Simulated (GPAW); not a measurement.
Consider Ti4O5 (I4/m).

```xyz
9
Lattice="-3.3062 3.3062 2.0753 3.3062 -3.3062 2.0753 3.3062 3.3062 -2.0753" Properties=species:S:1:pos:R:3 pbc="T T T"
Ti    1.8743    0.7187    2.0753
Ti    4.0249    1.4319    0.0000
Ti   -0.7187    1.8743    2.0753
Ti    1.4319    2.5874    0.0000
O     0.0000    0.0000    2.0753
O     1.2514    2.7036    2.0753
O     2.7036   -1.2514    2.0753
O     0.6026    4.5576    0.0000
O     2.0548    0.6026    0.0000
```

Absorber: atom 1, with 1 O at 2.01 Å, 3 O at 2.08 Å, 1 O at 2.10 Å and 1 O at 2.14 Å (distorted octahedral, site symmetry m). Method: GPAW, LDA + U (Ti 2 eV), excited-electron core hole (neutral cell), 18-atom cell with 5.1 Å between holes, 5×5×3 k points, dipole transitions, Gaussian full width 0.94 eV up to 4 eV, rising linearly to 3.5 eV at 25 eV.

Question: What does the Ti K edge look like?

Main maxima up to 30 eV above the zero (height): 3.2 eV (0.31) and 16.9 eV (2.61). A K edge sees empty p states. The first eV above the zero hold little dipole weight, as the lowest empty bands are of d character; the main edge, of 4p character, rises through 0.6 near 6 eV above the zero. The total-energy difference is 4971.03 eV. One term is added: -22.68 eV, since the hole is spin-paired here and a spin-polarised one costs that much less in the free atom (computed apart). The photon energy is then 4948.35 eV. The tabulated edge of the element is 4966 eV. The functional leaves an error in such absolute values: in the free atom LDA prices this hole 13.2 eV below PBE (computed apart), and PBE is itself good to a few eV.

The Ti K spectrum (energy from the lowest empty level; intensity scaled to a mean of 1 over the first 20 eV; polarised curves are means over the symmetry-equivalent atoms):

| E (eV) | isotropic | ε ⊥ c | ε ∥ c |
| --- | --- | --- | --- |
| -2.0 | 0.00 | 0.00 | 0.00 |
| -1.5 | 0.00 | 0.00 | 0.00 |
| -1.0 | 0.00 | 0.00 | 0.00 |
| -0.5 | 0.01 | 0.01 | 0.00 |
| 0.0 | 0.03 | 0.03 | 0.02 |
| 0.5 | 0.05 | 0.06 | 0.04 |
| 1.0 | 0.07 | 0.07 | 0.07 |
| 1.5 | 0.08 | 0.08 | 0.08 |
| 2.0 | 0.11 | 0.11 | 0.09 |
| 2.5 | 0.20 | 0.21 | 0.18 |
| 3.0 | 0.29 | 0.28 | 0.32 |
| 3.5 | 0.30 | 0.27 | 0.34 |
| 4.0 | 0.23 | 0.23 | 0.23 |
| 4.5 | 0.16 | 0.17 | 0.14 |
| 5.0 | 0.20 | 0.21 | 0.17 |
| 5.5 | 0.35 | 0.36 | 0.32 |
| 6.0 | 0.56 | 0.57 | 0.55 |
| 6.5 | 0.71 | 0.71 | 0.72 |
| 7.0 | 0.76 | 0.76 | 0.77 |
| 7.5 | 0.80 | 0.81 | 0.80 |
| 8.0 | 0.83 | 0.83 | 0.83 |
| 8.5 | 0.79 | 0.78 | 0.82 |
| 9.0 | 0.79 | 0.76 | 0.84 |
| 9.5 | 0.86 | 0.82 | 0.93 |
| 10.0 | 0.95 | 0.91 | 1.04 |
| 10.5 | 1.03 | 0.98 | 1.13 |
| 11.0 | 1.10 | 1.06 | 1.18 |
| 11.5 | 1.15 | 1.14 | 1.17 |
| 12.0 | 1.18 | 1.20 | 1.14 |
| 12.5 | 1.18 | 1.22 | 1.11 |
| 13.0 | 1.18 | 1.22 | 1.09 |
| 13.5 | 1.18 | 1.22 | 1.10 |
| 14.0 | 1.22 | 1.24 | 1.17 |
| 14.5 | 1.32 | 1.33 | 1.31 |
| 15.0 | 1.55 | 1.54 | 1.57 |
| 15.5 | 1.89 | 1.86 | 1.94 |
| 16.0 | 2.26 | 2.22 | 2.34 |
| 16.5 | 2.54 | 2.49 | 2.63 |
| 17.0 | 2.61 | 2.57 | 2.69 |
| 17.5 | 2.45 | 2.43 | 2.47 |
| 18.0 | 2.12 | 2.14 | 2.09 |
| 18.5 | 1.74 | 1.78 | 1.67 |
| 19.0 | 1.41 | 1.45 | 1.32 |
| 19.5 | 1.17 | 1.21 | 1.09 |
| 20.0 | 1.02 | 1.05 | 0.96 |
| 20.5 | 0.94 | 0.96 | 0.90 |
| 21.0 | 0.89 | 0.91 | 0.86 |
| 21.5 | 0.85 | 0.86 | 0.83 |
| 22.0 | 0.81 | 0.81 | 0.80 |
| 22.5 | 0.76 | 0.75 | 0.77 |
| 23.0 | 0.71 | 0.70 | 0.74 |
| 23.5 | 0.67 | 0.65 | 0.71 |
| 24.0 | 0.64 | 0.62 | 0.69 |
| 24.5 | 0.63 | 0.60 | 0.68 |
| 25.0 | 0.63 | 0.61 | 0.68 |
| 25.5 | 0.65 | 0.63 | 0.70 |
| 26.0 | 0.69 | 0.67 | 0.73 |
| 26.5 | 0.74 | 0.72 | 0.78 |
| 27.0 | 0.81 | 0.79 | 0.83 |
| 27.5 | 0.88 | 0.88 | 0.90 |
| 28.0 | 0.96 | 0.96 | 0.97 |
| 28.5 | 1.03 | 1.04 | 1.03 |
| 29.0 | 1.09 | 1.10 | 1.08 |
| 29.5 | 1.14 | 1.15 | 1.11 |
| 30.0 | 1.17 | 1.18 | 1.13 |
| 30.5 | 1.17 | 1.19 | 1.13 |
| 31.0 | 1.15 | 1.17 | 1.10 |
| 31.5 | 1.10 | 1.12 | 1.05 |
| 32.0 | 1.03 | 1.05 | 0.99 |

The unit cell's mesh shows no gap over 0.35 eV. That is right for a metallic compound; for a small-gap or correlated insulator it would be the fault of the functional or of the assumed magnetic order, and the hole would be screened too well. Quadrupole 1s→3d transitions, which feed the pre-edge, are not in the dipole spectrum. The holes are only 5.1 Å apart, so the shape is probably not converged with cell size; no larger cell was run here. The mesh is coarse (0.30 Å⁻¹ between points), so small maxima may be mesh ripples. The structure is a computed Materials Project entry and may be a hypothetical form.

[Banner, clock and machine lines of the logs are left out without a mark of their own.]

[Logs are printed without paths, hosts, clocks, repeated set-up lines and the standing remarks that a program may print on its own settings, such as how far it seeks lower states.]

[Hosts, paths, dates, database ids (printed as entryN), source tags and the programs' standing remarks are cut or masked in the printed files.]

[Lists of maxima count a maximum above −3 eV only where it reaches 4 % of the highest in the window and stands out from its surroundings by 2 % of it (1.5 % where it reaches 55 %); shoulders and weaker maxima are passed over, and of the rest the first, up to two pre-edge ones and the few strongest are named.]
